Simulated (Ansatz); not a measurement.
# G0W0 on several functionals: SiC (P6_3mc), part 2 of 2

Aim: G0W0 for SiC (P6_3mc) on several starting functionals, at one mesh, band count and screening cutoff.

Ansatz 0.2.0; G0W0 on several functionals, plane waves, PAW. Known limits of the many-body steps: not at the basis limit.

So far. Step 2 (G0W0 on r2SCAN): The gap on the mesh goes from 2.14 eV to 2.81 eV, a correction of +0.68 eV. Between the two edge states, bare exchange in place of the xc potential would open the gap by 6.44 eV, and correlation takes back 5.76 eV.

In doubt: masses and optical values from hybrid runs of this build are listed as unsure (steps 3, 4), which bears on the screening that GW takes from such a start.

## (3) G0W0 on HSE06

One-shot GW remembers its start. Another functional's orbitals and levels show by how much.

This step: G0W0 on HSE06, plane waves, PAW.

File input.yaml:

```yaml
crystal:
  lattice:
    - [3.079, 0.0, 0.0]
    - [-1.5395, 2.6664922183, 0.0]
    - [0.0, 0.0, 20.146]
  atoms:
    - { symbol: Si, position: [0.3333333333, 0.6666666667, 0.25] }
    - { symbol: Si, position: [0.6666666667, 0.3333333333, 0.75] }
    - { symbol: Si, position: [0.3333333333, 0.6666666667, 0.625] }
    - { symbol: Si, position: [0.6666666667, 0.3333333333, 0.125] }
    - { symbol: Si, position: [0.0, 0.0, 0.0] }
    - { symbol: Si, position: [0.0, 0.0, 0.5] }
    - { symbol: Si, position: [0.3333333333, 0.6666666667, 0.875] }
    - { symbol: Si, position: [0.6666666667, 0.3333333333, 0.375] }
    - { symbol: C, position: [0.3333333333, 0.6666666667, 0.969] }
    - { symbol: C, position: [0.6666666667, 0.3333333333, 0.469] }
    - { symbol: C, position: [0.0, 0.0, 0.094] }
    - { symbol: C, position: [0.0, 0.0, 0.594] }
    - { symbol: C, position: [0.3333333333, 0.6666666667, 0.344] }
    - { symbol: C, position: [0.6666666667, 0.3333333333, 0.844] }
    - { symbol: C, position: [0.3333333333, 0.6666666667, 0.719] }
    - { symbol: C, position: [0.6666666667, 0.3333333333, 0.219] }
kpoints:
  mp_grid: { grid: [6, 6, 2] }
hamiltonian:
  xc: hse06
scf:
  occupations: { method: fixed }
gw:
  n_empty_bands: 907
  ecut_chi: 180.0
  qp_bands: [v4, c4]
  qp_kpoints: band_edges
  screening: { model: contour_deformation }
```

The run is started by

```console
ansatz run input.yaml --threads 3 --pin off --max-ram 92160MiB --backend cuda --events-out ev --progress --plain --runs-dir out --devices 1 --max-vram 13GiB  # rebuilt from the run's record
```

Numbers of over 12 decimals in the logs are rounded to 6 here.

Output:

```text
GPUs: using 1 of 1 available (devices: 1).
[...]
davidson cushion auto → on  (no smearing: the cushion is to keep the highest requested band from converging to the state above it; pin scf.eigensolver.cushion to override)
[...]
GPU FFT provider: cuFFT
GPU libraries: cuBLAS 13.8.2, cuFFT 12.4.0, cuSOLVER 12.3.4
Crystal: 16 atoms, lattice volume = 165.401 Å³
Basis set: ecut = 420 eV, 3211 PW (Γ)
Bands: 48, of which v1, the nominal top of the filled ones, is band 32 counted from 1 (31 counted from 0)
Symmetry: 12 space group operations
[...]
k-points: 14 of 72
[...]
GPU buffer pool allocated for 77760 grid points (all kernels)
[...]
SCF iter   1: F=—  HF=-7097.186262 eV  |F-HF|=—  |Δ(HF+E_count)|=         —  Δρ=2.10e-3  dr2=7.17e-3  ethr=1.77e-3  ⟨swp⟩=9.4  Hψ=3738  notcnv=0
[...]
SCF iter   4: F=-7097.186581 eV  HF=-7097.186544 eV  |F-HF|=3.71e-5  |Δ(HF+E_count)|=   1.04e-4  Δρ=2.77e-4  dr2=9.30e-5  ethr=1.44e-7  ⟨swp⟩=3.2  Hψ=3266  notcnv=0
SCF 1 stopped early in 4 iterations: F = -7097.186581 eV  dr2 = 9.30e-5
[...]
GPU FFT provider: cuFFT
GPU libraries: cuBLAS 13.8.2, cuFFT 12.4.0, cuSOLVER 12.3.4
[...]
GPU buffer pool allocated for 77760 grid points (all kernels)
[...]
Frozen-core exchange: fock
[...]
Internal energy: -7102.305699 eV  (E = F + TS)
E sigma→0 (E₀):  -7102.305699 eV
Fermi energy:    8.920275 eV
[...]
--- Band table (eV; the first three rows and the last of 14) ---
  k-point 0: bands = [... 28 lower, 8.7270, 8.9137, 8.9137, 8.9203, 15.3336, 15.3977, 15.7500, 16.0231, ... 7 higher]
  k-point 1: bands = [... 28 lower, 8.8553, 8.8553, 8.8553, 8.8553, 15.3612, 15.3612, 15.8602, 15.8602, ... 7 higher]
  k-point 2: bands = [... 28 lower, 8.3066, 8.3503, 8.6104, 8.6602, 14.7763, 15.0195, 15.0339, 15.5291, ... 7 higher]
  k-point 13: bands = [... 28 lower, 6.0932, 6.0932, 6.7408, 6.7408, 13.5017, 13.5017, 13.8997, 13.8997, ... 7 higher]
  guard bands above this table: 5 of the run's 48 bands. The solve was not asked for them (output.publish_guard_bands: true or output.eigenvalues: true publishes all)
[...]
0    29      8.7270   -18.4289     1.8214   -16.3023  0.8108     8.4212     8.4217  root
     0    30      8.9137   -18.4046     1.7792   -16.3215  0.8113     8.6093     8.6098  root
     0    31      8.9137   -18.4046     1.7792   -16.3215  0.8113     8.6093     8.6098  root
     0    32      8.9203   -18.2747     1.7021   -16.2739  0.8122     8.6211     8.6216  root
     0    33     15.3336    -8.9219    -4.7047   -13.7465  0.8228    15.4536    15.4535  root
     0    34     15.3977    -8.8658    -4.7178   -13.7046  0.8226    15.5189    15.5188  root
     0    35     15.7500    -8.8482    -4.7646   -13.7250  0.8213    15.8623    15.8622  root
     0    36     16.0231    -8.7022    -4.8266   -13.6389  0.8195    16.1332    16.1331  root
[...]
13    33     13.5017    -6.7459    -4.2436   -11.0669  0.8334    13.5792    13.5791  root
    13    34     13.5017    -6.7459    -4.2436   -11.0669  0.8334    13.5792    13.5791  root
    13    35     13.8997    -7.0596    -4.3468   -11.4944  0.8315    13.9878    13.9877  root
    13    36     13.8997    -7.0596    -4.3468   -11.4944  0.8315    13.9878    13.9877  root
[key lines of the parts left out:]
Free energy (F): -7102.305699 eV
```

Wall time 3.5 min (1 × NVIDIA H100 80GB HBM3 (shared by 6 runs) with 3 threads of AMD EPYC 7R13 (Zen 3), shared host); peak memory 4.2 GiB.

This step gave:

| Item | Value |
| --- | --- |
| bands summed | 939 |
| RPA ε∞ on this mesh (eigenvalues) | 5.627, 5.745, 5.745 |
| plane waves in the screening matrix | 927 |
| q-points in the mesh | 72 |
| G0W0 gap on the mesh | 3.028 eV |
| k of the valence top | 0, 0, 0 |
| k of the conduction bottom | 0, -0.5, 0 |
| starting gap on the mesh | 2.658 eV |
| Z at the valence top | 0.8122 |
| Z at the conduction bottom | 0.8361 |
| least direct G0W0 gap on the computed points | 4.246 eV |

Against the run with 6×6×2 mesh, 907 empty bands, screening to 180 eV on r2SCAN, the gap moves by +0.21 eV, while the start moved by +0.52 eV.

## (4) G0W0 on PBE0

This step: G0W0 on PBE0, plane waves, PAW.

input.yaml, as its differences from that of step 3:

```diff
@@ -25,3 +25,3 @@
 hamiltonian:
-  xc: hse06
+  xc: pbe0
 scf:
```

Output:

```text
GPUs: using 1 of 1 available (devices: 1).
[...]
GPU FFT provider: cuFFT
GPU libraries: cuBLAS 13.8.2, cuFFT 12.4.0, cuSOLVER 12.3.4
Crystal: 16 atoms, lattice volume = 165.401 Å³
Basis set: ecut = 420 eV, 3211 PW (Γ)
Bands: 48, of which v1, the nominal top of the filled ones, is band 32 counted from 1 (31 counted from 0)
Symmetry: 12 space group operations
[...]
k-points: 14 of 72
[...]
0    35     16.1174    -8.8437    -4.6620   -13.3600  0.8299    15.9718    15.9717  root
     0    36     16.3906    -8.6969    -4.7209   -13.2728  0.8285    16.2456    16.2455  root
[...]
13    33     13.8602    -6.7277    -4.1599   -10.6981  0.8415    13.6709    13.6707  root
    13    34     13.8602    -6.7277    -4.1599   -10.6981  0.8415    13.6709    13.6707  root
    13    35     14.2599    -7.0494    -4.2585   -11.1311  0.8397    14.0833    14.0831  root
    13    36     14.2599    -7.0494    -4.2585   -11.1311  0.8397    14.0833    14.0831  root
[key lines of the parts left out:]
Free energy (F): -7104.158041 eV
Fermi energy:    8.547298 eV
```

It took 3.7 min on 1 × NVIDIA H100 80GB HBM3 (shared by 6 runs) with 3 threads; peak memory 4.1 GiB; 5.2 min of CPU time.

This step gave:

* bands summed: 939
* RPA ε∞ on this mesh (eigenvalues): 5.234, 5.323, 5.323
* plane waves in the screening matrix: 927
* G0W0 gap on the mesh: 3.193 eV
* k of the valence top: 0, 0, 0
* k of the conduction bottom: 0, -0.5, 0
* starting gap on the mesh: 3.379 eV
* least direct G0W0 gap on the computed points: 4.423 eV

Against the run with 6×6×2 mesh, 907 empty bands, screening to 180 eV on HSE06, the gap moves by +0.16 eV, while the start moved by +0.72 eV.

## (5) The starts together

All on the 6×6×2 mesh with 907 empty bands and screening to 180 eV. Times are wall times on 1 × NVIDIA H100 80GB HBM3 (shared by 6 runs) with 3 threads of AMD EPYC 7R13 (Zen 3), shared host, good to a factor of about two.

```
 start  starting gap (eV)  shift (eV)  G0W0 gap (eV)  RPA ε∞ (harmonic mean)  Z (valence, conduction)     time
r2SCAN               2.14       +0.68           2.81                    6.26               0.80, 0.83  2.9 min
 HSE06               2.66       +0.37           3.03                    5.71               0.81, 0.84  3.5 min
  PBE0               3.38       −0.19           3.19                    5.29               0.82, 0.84  3.7 min
```

How the two edges are built up, in eV (the quasiparticle level is the starting level plus Σx plus Σc less Vxc):

```
   run               edge  start      Σx     Σc     Vxc     Z     QP
r2SCAN        valence top   9.40  -18.26   1.81  -15.87  0.80   8.82
r2SCAN  conduction bottom  11.54   -7.25  -3.95  -11.29  0.83  11.63
 HSE06        valence top   8.92  -18.27   1.70  -16.27  0.81   8.62
 HSE06  conduction bottom  11.58   -7.15  -3.94  -11.16  0.84  11.65
  PBE0        valence top   8.55  -18.29   1.63  -16.65  0.82   8.54
  PBE0  conduction bottom  11.93   -7.13  -3.87  -10.81  0.84  11.73
```

For a hybrid start, Vxc holds its share of exact exchange.

## (6) Summary of results

```
G0W0@r2SCAN  : 2.81 eV (start 2.14 eV)
G0W0@HSE06   : 3.03 eV (start 2.66 eV)
G0W0@PBE0    : 3.19 eV (start 3.38 eV)
known limits : not at the basis limit
```

**Reading.** The starting gaps span 1.24 eV and the G0W0 gaps 0.38 eV. Between r2SCAN and PBE0, 0.38 eV of the 1.24 eV survives, 31 %. PBE0 screens less than r2SCAN (ε∞ 5.29 against 6.26). Of the 0.38 eV by which its G0W0 gap is higher, the correlation part gives +0.26 eV, and exchange with the one-particle terms, which follow the orbitals, +0.12 eV. On PBE0 the correction is negative: that start lies above its own G0W0 value. The smallest correction, −0.19 eV, is on PBE0, the start nearest to reproducing itself. Bands and cutoff are finite, so the gap is not at the basis limit. The miss can reach some tenths of an eV and take either sign; the mesh is an error of its own. The program warns that the mesh is coarse for exact exchange, which bears on the hybrid start's gap.

[Paths, hosts, dates, memory and timing lines, banners, echoed tables and standing remarks are left out of the program output.]

[Logs are printed without paths, hosts, clocks, repeated set-up lines and the standing remarks that a program may print on its own settings, such as how far it seeks lower states.]

[Runs of the session that timed out or met a known fault of the program may be left out.]

[Cells called generated may have been cut or substituted from an entry of the Crystallography Open Database or the Materials Project.]

[Hosts, paths, dates, database ids (printed as entryN), source tags and the programs' standing remarks are cut or masked in the printed files.]
